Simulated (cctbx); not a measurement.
# Symmetry from intensities

Cell: a = 8.1740 Å, b = 8.1740 Å, c = 6.2980 Å, α = 90.00°, β = 90.00°, γ = 120.00°. Expected content of the cell: Lu10 Ti6.

Simulated single-crystal data (cctbx): Mo Kα, λ = 0.71073 Å, to d = 0.6 Å, 50 % of the full sphere, strongest reflection 5000 counts, noise from counting, a 2 % proportional error and a noise floor of 2 counts (s.d.); no absorption.

Tests on the unmerged data give:

```text
3571 reflections to d = 0.600 A
centring   violations  <I/sigma> of those
    A        889 of  1798      7.5
    B        925 of  1824      7.6
    C       1108 of  1810      9.2
    I        920 of  1808      7.6
    R       1311 of  2351      8.6
    F       1461 of  2716      8.1
Laue class    unique    Rint  (classes that these axes allow; Friedel mates merged)
P -1             2629   0.035
P 1 1 2/m        1732   0.039
P -3             1168   0.041
P -3 1 m          650   0.045
P -3 m 1          688   0.045
P 6/m             634   0.045
P 6/m m m         397   0.047
space group    extra absences  I>4sigma  <I/sigma>
P 6 2 2                 0          0         -  acentric
P 63 2 2                5          0      -0.4  acentric
P 6 m m                 0          0         -  acentric
P 63 c m              275          0       0.0  acentric
P -6 m 2                0          0         -  acentric
P -6 c 2              275          0       0.0  acentric
P -6 2 m                0          0         -  acentric
P 6/m m m               0          0         -  centric
P 63/m c m            275          0       0.0  centric
Wilson B = 0.32 A^2   <|E^2-1|> = 0.804 (0.968 centric, 0.736 acentric)   E^2>4: 0.6 %
shell (A)         n   <I/sigma>
 7.08 - 1.20     63     31.9
 1.20 - 0.95     52     27.6
 0.95 - 0.83     48     24.5
 0.83 - 0.76     50     20.4
 0.76 - 0.70     44     25.0
 0.70 - 0.66     51     22.9
 0.66 - 0.63     40     18.9
 0.63 - 0.60     49     16.5
```

**Question.** What are the lattice type, the Laue class and the likely space group?

Every centring test has many violations, so the lattice is primitive.

Rint stays low (0.035 to 0.047) up to P 6/m m m, the highest class in these axes.

9 settings pass the absence test. The most absences obeyed, 275, belong to P 63 c m, P -6 c 2 and P 63/m c m, which absences can't tell apart.

⟨|E²−1|⟩ = 0.804 lies between the two ideal values. The Wilson B of 0.32 Å² means U ≈ 0.0041 Å².

The true group is P6_3/mcm (no. 193), Laue class 6/mmm, centrosymmetric. The tables only narrow the choice to the tied entries; cell content, site symmetry and trial solutions must settle it.

This is a model crystal, built by substitution and not relaxed, with assumed displacement parameters.

[Logs are printed without paths, hosts, clocks, repeated set-up lines and the standing remarks that a program may print on its own settings, such as how far it seeks lower states.]
